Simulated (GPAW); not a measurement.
**GaN (F-43m): how ε∞ follows the gap**

The empty bands of GaN (F-43m) are shifted up rigidly by Δ, and ε∞ is computed for each shift.

It takes space group F-43m (No. 216, cubic). The conventional cell has a = 4.507 Å, b = 4.507 Å, c = 4.507 Å, α = 90.00°, β = 90.00°, γ = 90.00°. Ga on site a has 4 N at 1.95 Å as nearest neighbours. Around N on site d lie 4 Ga at 1.95 Å.

Method: GPAW 26.7.0, LDA, RPA, k-mesh 13×13×13, local fields up to 50 eV, Lorentzian half width 0.15 eV.

Launch of the response step: `OMP_NUM_THREADS=1 python df.py`. The series took 58 s in all, its band step included, on 1 thread of Arm Neoverse V1, with other jobs on the host.

```
Δ (eV)     ε∞
  0.00  5.895
  0.40  5.589
  0.80      ?
  1.20  5.104
  1.60  4.906
  2.00  4.728
```

With one effective transition at E₀ and fixed dipole strength, ε∞ − 1 = A/(E₀ + Δ), so 1/(ε∞ − 1) is linear in Δ.

Working, on the rows shown:

| x = Δ (eV) | y = 1/(ε∞ − 1) |
| --- | --- |
| 0 | 0.20429 |
| 0.4 | 0.217912 |
| 1.2 | 0.243665 |
| 1.6 | 0.256016 |
| 2 | 0.26824 |

Means: x̄ = 1.04, ȳ = 0.23802. Σ(x − x̄)(y − ȳ) = 0.08794, Σ(x − x̄)² = 2.752. Slope = 0.08794 / 2.752 = 0.03196; intercept = ȳ − slope · x̄ = 0.20479. Turned back into ε∞, the line misses the rows shown by at most 0.012.

Task: What does the fit predict for the withheld row, and how well does it do?

Result: At x = 0.8 the line gives y = 0.23036, that is 5.341. The run gave 5.330, so the interpolation is off by 0.011, 1.0 % of the range in the table.

Refitted with all rows, the slope is 0.03191 and the intercept 0.20493. These give E₀ = intercept/slope = 6.4 eV, far above the least direct gap of 1.74 eV: most of the screening comes from transitions well over the edge. Over the first step ε∞ falls by 13 % per eV. Excitons are left out; LDA gaps are as a rule too small. The values come from a sum over the points of one k-mesh and carry its error, which grows as the direct gap shrinks. The local-field cutoff holds few shells of reciprocal vectors for this small cell, so ε∞ can read a few per cent high. Spin-orbit coupling is left out.

[Logs are printed without paths, hosts, clocks, repeated set-up lines and the standing remarks that a program may print on its own settings, such as how far it seeks lower states.]
